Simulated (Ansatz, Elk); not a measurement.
# VP2Rh: X-ray structure factors from the self-consistent density, part 2 of 2

The structure of VP2Rh used here is made up (a known structure type with other elements) and was relaxed beforehand with PBEsol. The aim is the Fourier transform of its all-electron density, F(hkl), set beside the sum over free spherical atoms that refinements use.

Elk 11.2.3 (patched build); all-electron DFT.

So far: The structure; Ground state and structure factors; The highest occupied states alone.

The structure was built from a prototype and need not be the compound's stable phase.

### Step 4. Another functional

Level of this step: DFT, LDA (Perdew-Wang), all-electron APW+lo, Dirac cores, scalar-relativistic bands, static density, no spin (Elk).

The difference from free atoms is small, so it is set against the change that LDA (Perdew-Wang) makes.

File elk.in:

```
tasks
  0
  195

xctype
  3

spinpol
  .false.

rgkmax
  7.0

gmaxvr
  14.0

lmaxo
  7

lmaxapw
  8

swidth
  0.002

tshift
  .false.

ramdisk
  .false.

hmaxvr
  5.5

maxscl
  120

epspot
  1e-06

sppath
  './'

avec
  6.26836887960 0.00000000000 0.00000000000
  -3.13418443980 5.42856669003 -0.00000000000
  0.00000000000 -0.00000000000 10.80323425201

atoms
  3
  'Rh.in'
  1
  0.0000000000 -0.0000000000 0.5000000000   0.000000 0.000000 0.000000
  'V.in'
  1
  -0.0000000000 -0.0000000000 0.0000000000   0.000000 0.000000 0.000000
  'P.in'
  2
  0.3333333333 0.6666666667 0.7475235131   0.000000 0.000000 0.000000
  0.6666666667 0.3333333333 0.2524764869   0.000000 0.000000 0.000000

ngridk
  8 8 4
```

Started as:

```console
> OMP_NUM_THREADS=4 elk
```

Numbers of over 12 decimals in the logs are rounded to 6 here.

Log:

```text
┌─────────────────────────┐
│ Elk code version 11.2.3 │
└─────────────────────────┘

All units are atomic (Hartree, Bohr, etc.)

┌─────────────────────────────────────────────────┐
│ Ground-state run starting from atomic densities │
└─────────────────────────────────────────────────┘

Lattice vectors :
   6.268368880       0.000000000       0.000000000
  -3.134184440       5.428566690      -0.000000000
   0.000000000      -0.000000000       10.80323425

Reciprocal lattice vectors :
   1.002363682      0.5787149413       0.000000000
[...]
muffin-tins (core leakage)
  species : 1 (Rh)
[...]
species : 2 (V)
[...]
species : 3 (P)
   atom 1                    :    12.97273595     (  0.8125752126E-03)
   atom 2                    :    12.97273595     (  0.8125752126E-03)
 total in muffin-tins        :    91.63308893
 total calculated charge     :    97.99756645
 total charge                :    98.00000000
 error                       :   0.2433546890E-02

┌──────────────────────────────┐
│ Self-consistent loop stopped │
└──────────────────────────────┘

Warning : core states of species 3 leak from the muffin-tin :   0.8125752126E-03

Wrote STATE.OUT
[key lines of the parts left out:]
total energy                :     -6410.2427613584
```

The job ended after 14 s (4 threads of Arm Neoverse V1, shared host; peak memory 0.16 GiB).

Against the first run R = 0.07 %; the largest change is +0.038 at 032.

### Step 5. Basis size

A smaller basis shows how fast F responds to it; the change is likely larger than the basis error of the first run, but doesn't show convergence.

Edit elk.in of step 4 so:

```diff
@@ -5,3 +5,3 @@
 xctype
-  3
+  20
 
@@ -11,3 +11,3 @@
 rgkmax
-  7.0
+  5.5
```

Started as:

```console
> OMP_NUM_THREADS=4 elk
```

Log:

```text
┌─────────────────────────┐
│ Elk code version 11.2.3 │
└─────────────────────────┘

All units are atomic (Hartree, Bohr, etc.)

┌─────────────────────────────────────────────────┐
│ Ground-state run starting from atomic densities │
└─────────────────────────────────────────────────┘

Lattice vectors :
   6.268368880       0.000000000       0.000000000
  -3.134184440       5.428566690      -0.000000000
   0.000000000      -0.000000000       10.80323425

Reciprocal lattice vectors :
   1.002363682      0.5787149413       0.000000000
[...]
muffin-tins (core leakage)
  species : 1 (Rh)
[...]
species : 2 (V)
[...]
species : 3 (P)
   atom 1                    :    12.95377602     (  0.7995234177E-03)
   atom 2                    :    12.95377602     (  0.7995234177E-03)
 total in muffin-tins        :    91.44978364
 total calculated charge     :    97.99806946
 total charge                :    98.00000000
 error                       :   0.1930544245E-02

┌──────────────────────────────┐
│ Self-consistent loop stopped │
└──────────────────────────────┘

Warning : core states of species 3 leak from the muffin-tin :   0.7995234177E-03

Wrote STATE.OUT
[key lines of the parts left out:]
total energy                :     -6418.7891210543
```

Elapsed: 20 s, on 4 threads; peak memory 0.16 GiB; 56 s of CPU time.

Against the first run R = 0.04 %; the largest change is +0.074 at 004.

### Step 6. Basis size

The basis and the expansions that go with it are enlarged, to see whether the differences are converged.

Edit elk.in of step 5 so:

```diff
@@ -11,12 +11,12 @@
 rgkmax
-  5.5
+  8.5
 
 gmaxvr
-  14.0
+  18.0
 
 lmaxo
-  7
+  9
 
 lmaxapw
-  8
+  10
```

Started as:

```console
> OMP_NUM_THREADS=4 elk
```

Log:

```text
┌─────────────────────────┐
│ Elk code version 11.2.3 │
└─────────────────────────┘

All units are atomic (Hartree, Bohr, etc.)

┌─────────────────────────────────────────────────┐
│ Ground-state run starting from atomic densities │
└─────────────────────────────────────────────────┘

Lattice vectors :
   6.268368880       0.000000000       0.000000000
  -3.134184440       5.428566690      -0.000000000
   0.000000000      -0.000000000       10.80323425

Reciprocal lattice vectors :
   1.002363682      0.5787149413       0.000000000
[...]
muffin-tins (core leakage)
  species : 1 (Rh)
[...]
species : 2 (V)
[...]
species : 3 (P)
   atom 1                    :    12.97603052     (  0.8027632151E-03)
   atom 2                    :    12.97603052     (  0.8027632151E-03)
 total in muffin-tins        :    91.61968868
 total calculated charge     :    97.99831887
 total charge                :    98.00000000
 error                       :   0.1681134472E-02

┌──────────────────────────────┐
│ Self-consistent loop stopped │
└──────────────────────────────┘

Warning : core states of species 3 leak from the muffin-tin :   0.8027632151E-03

Wrote STATE.OUT
[key lines of the parts left out:]
total energy                :     -6418.8850510751
```

It took 50 s on 4 threads; peak memory 0.26 GiB; 2.4 min of CPU time.

Against the first run R = 0.01 %; the largest change is +0.008 at 206.

### Step 7. Settings against the effect

```
                              run  R against the first run (%)  R against neutral atoms, low angle (%)  wall time
                    PBE, rgkmax 7                         0.00                                    0.64       21 s
                LDA (Perdew-Wang)                         0.07                                    0.64       14 s
                       rgkmax 5.5                         0.04                                    0.68       20 s
rgkmax 8.5 with larger expansions                         0.01                                    0.63       50 s
```

### Step 8. Outcome

- R against neutral atoms, sin θ/λ < 0.3 Å⁻¹: 0.64 %
- R against neutral atoms, 0.3 to 0.82 Å⁻¹: 0.33 %

Independent neutral atoms miss the calculated amplitudes by R = 0.64 % below 0.3 Å⁻¹ and 0.33 % from there to 0.82 Å⁻¹; by shells, 0.92 % below 0.15 Å⁻¹ (1 form), 0.63 % 0.15 to 0.3 (7 forms), 0.44 % 0.3 to 0.45 (17 forms), 0.31 % above 0.45 (102 forms). Bonding, aspherical density and the tables' own atoms all enter these figures, and the runs don't part them. The largest change of an amplitude is -0.44 electrons, at 012. Weak lines can change much in proportion: 101 goes from 0.96 to 0.76. The window's part falls from 20.0 electrons at the origin to at most 0.41 between 0.45 and 0.82 Å⁻¹. Below 0.3 Å⁻¹ the changes that finished (LDA (Perdew-Wang), rgkmax 5.5 and rgkmax 8.5 with larger expansions) move F by R = 0.07 % at most, against the 0.64 % that separates it from free atoms. The k-mesh has no finished test. These runs have no spin, though d or f shells may be open. Part of the difference isn't bonding: the tables are fits to free atoms and ions calculated by other methods than this functional. Thermal motion, anomalous dispersion and extinction are left out.

[Logs are printed without paths, hosts, clocks, repeated set-up lines and the standing remarks that a program may print on its own settings, such as how far it seeks lower states.]

[Hosts, paths, dates, database ids (printed as entryN), source tags and the programs' standing remarks are cut or masked in the printed files.]
